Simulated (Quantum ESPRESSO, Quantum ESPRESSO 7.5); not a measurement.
# Cu(111): thickness series by an ASE script

Aim: how the work function and the surface energy of Cu(111) settle with the number of layers.

Method: plane-wave DFT, PBE, GBRV ultrasoft pseudopotentials, in Quantum ESPRESSO 7.5.

The experiments to compare with:

For Cu (clean (111) face), “Anisotropic work function of elemental crystals” (2019, arxiv:1902.07811) quotes earlier work: work function (clean (111) face) 4.9 eV.

This is a report of a sequence of runs, with most program output left out.

## Step 1: The starting structure

The cell holds 8 atoms: 8 Cu. Its edges and angles: a = 2.553 Å, b = 2.553 Å, c = 29.590 Å, α = 90.0°, β = 90.0°, γ = 60.0°. It derives from Cu. Vacuum lies along c.

Coordinates:

```xyz
8
Lattice="2.5527 0.0000 0.0000 1.2763 2.2107 0.0000 0.0000 0.0000 29.5896" Properties=species:S:1:pos:R:3
Cu    2.5527    1.4738    7.5000
Cu    0.0000    0.0000    9.5842
Cu    1.2763    0.7369   11.6685
Cu    2.5527    1.4738   13.7527
Cu    0.0000    0.0000   15.8369
Cu    1.2763    0.7369   17.9212
Cu    2.5527    1.4738   20.0054
Cu    0.0000    0.0000   22.0896
```

## Step 2: The script

ASE writes the inputs, starts pw.x and reads the results. Under ESM bc1 the zero of energy of a symmetric slab is the vacuum, so the work function is minus the Fermi level.

Input file run.py:

```python
import json
import numpy as np
from ase.build import fcc111
from ase.calculators.espresso import Espresso, EspressoProfile

profile = EspressoProfile(command='mpirun -n 4 pw.x -nk 4', pseudo_dir='../pseudo')
pseudopotentials = {'Cu': 'cu_pbe_v1.2.uspp.F.UPF'}
system = {'ecutwfc': 40, 'ecutrho': 200, 'occupations': 'smearing', 'smearing': 'mv', 'degauss': 0.02}


def calculator(name, kpts, **extra):
    data = dict(control=dict(tprnfor=True, verbosity='high', disk_io='none'),
                system=system | extra,
                electrons=dict(conv_thr=1e-07, mixing_beta=0.4, mixing_mode='local-TF',
                               electron_maxstep=100))
    return Espresso(profile=profile, directory=name, pseudopotentials=pseudopotentials, kpts=kpts, input_data=data)


def centre(atoms):
    z = atoms.positions[:, 2]
    atoms.positions[:, 2] -= (z.max() + z.min()) / 2  # ESM wants the slab about z = 0
    return atoms


rows = []
for n in [3, 4, 5, 6, 7, 8]:
    slab = centre(fcc111('Cu', size=(1, 1, n), a=3.61, vacuum=7.5, periodic=True))
    slab.set_initial_magnetic_moments([0.0] * n)
    slab.calc = calculator(f'n{n}', (12, 12, 1), assume_isolated='esm', esm_bc='bc1')
    energy = slab.get_potential_energy()
    work = -slab.calc.get_fermi_level()
    force = slab.get_forces()[-1, 2]
    rows.append([n, energy, work, force])
    print(f'{n} layers: E = {energy:.5f} eV, work function {work:.3f} eV, force on the top atom {force:+.3f} eV/A')

n, energy = np.array(rows)[:, :2].T
slope, offset = np.polyfit(n[1:], energy[1:], 1)
area = np.linalg.norm(np.cross(*slab.cell[:2]))
gamma = offset / (2 * area) * 16.0218
print(f'bulk energy from the slope {slope:.5f} eV an atom; unrelaxed surface energy {gamma:.3f} J/m^2')
json.dump(dict(rows=rows, slope=slope, gamma=gamma), open('result.json', 'w'))
```

On the command line:

```
OMP_NUM_THREADS=1 python run.py
```

Elapsed: 8 min, on 4 MPI ranks of Arm Neoverse V2, shared host; peak memory 0.7 GiB.

Read from the output:

```
surface energy                     : 1.279 J/m²
work function of the thickest slab : 4.794 eV
```

Work function against layers:

```tsv
layers	work function (eV)
3.00	4.79
4.00	4.79
5.00	4.78
6.00	4.75
7.00	4.84
8.00	4.79
```

Table of force on the top atom along the normal by layers:

```tsv
layers	force on the top atom along the normal (eV/Å)
3.00	-0.00754
4.00	0.0127
5.00	0.00906
6.00	0.0120
7.00	0.0296
8.00	0.0252
```

Table of energy less the bulk line's slope by layers:

```tsv
layers	energy less the bulk line's slope (meV)
3.00	933
4.00	895
5.00	914
6.00	899
7.00	892
8.00	905
```

## Step 3: Running the series: RPBE, GBRV ultrasoft

Level of this step: plane-wave DFT, RPBE, GBRV ultrasoft pseudopotentials made under PBE (Quantum ESPRESSO 7.5). input_dft overrides the functional of the files.

run.py is the input of step 2 with these lines changed:

```diff
@@ -7,3 +7,3 @@
 pseudopotentials = {'Cu': 'cu_pbe_v1.2.uspp.F.UPF'}
-system = {'ecutwfc': 40, 'ecutrho': 200, 'occupations': 'smearing', 'smearing': 'mv', 'degauss': 0.02}
+system = {'ecutwfc': 40, 'ecutrho': 200, 'input_dft': 'rpbe', 'occupations': 'smearing', 'smearing': 'mv', 'degauss': 0.02}
```

On the command line:

```
OMP_NUM_THREADS=1 python run.py
```

Elapsed: 8.2 min, on 4 MPI ranks; peak memory 0.7 GiB; 33 min of CPU time.

This step gave:

- surface energy: 1.048 J/m²
- work function of the thickest slab: 4.620 eV

Work function against layers:

```tsv
layers	work function (eV)
3.00	4.62
4.00	4.62
5.00	4.60
6.00	4.57
7.00	4.67
8.00	4.62
```

Force on the top atom along the normal against layers:

```tsv
layers	force on the top atom along the normal (eV/Å)
3.00	0.178
4.00	0.183
5.00	0.182
6.00	0.186
7.00	0.219
8.00	0.194
```

Table of energy less the bulk line's slope by layers:

```tsv
layers	energy less the bulk line's slope (meV)
3.00	771
4.00	732
5.00	751
6.00	737
7.00	729
8.00	743
```

## Step 4: A check by hand

γ = (E_N − N e_bulk)/(2A). The excess of the thickest slab is 0.905 eV and A = 5.643 Å²: 0.905/(2 × 5.643) × 16.02 = 1.29 J/m² (1 eV/Å² = 16.02 J/m²); the fit's intercept gives 1.28.

## Step 5: Summary of results

```yaml
work_function_of_the_thickest_slab_pbe_gbrv_ultrasoft: 4.79 eV
unrelaxed_surface_energy_pbe_gbrv_ultrasoft: 1.28 J/m²
work_function_of_the_thickest_slab_rpbe_gbrv_ultrasoft_made_under_pbe: 4.62 eV
unrelaxed_surface_energy_rpbe_gbrv_ultrasoft_made_under_pbe: 1.05 J/m²
```

The thickest slab gives a work function of 4.79 eV and the series an unrelaxed surface energy of 1.28 J/m² (PBE, GBRV ultrasoft). The work function swings by 0.10 eV over 3 to 8 layers and by 0.05 eV over the last step; confined states crossing the Fermi level and the finite mesh both contribute. From 3 layers on it stays within 0.1 eV. The top atom feels almost no force. The slabs are cut from the bulk at the tabulated lattice constant and not relaxed; the surface energy comes from a straight line through the energies of all but the thinnest slab.

Calculation against experiment:

```
                             quantity  measured        PBE, GBRV  RPBE, GBRV (made under PBE)
work function (clean (111) face) (eV)       4.9  4.79 (-0.11 eV)              4.62 (-0.28 eV)
```

Measured values from arxiv:1902.07811 (2019).

Verdict: The grades are ours: good and fair within 3 and 7 % for the work function. Other measurements of the same face can differ from the value quoted by 0.1 to 0.2 eV.

[Logs are printed without paths, hosts, clocks, repeated set-up lines and the standing remarks that a program may print on its own settings, such as how far it seeks lower states.]

[Hosts, paths, dates, database ids (printed as entryN), source tags and the programs' standing remarks are cut or masked in the printed files.]

[Maps of the electrostatic potential energy from Ansatz leave out the sawtooth potential of an applied field or a dipole correction, so their vacuum need not be flat; planar profiles and work functions include it.]
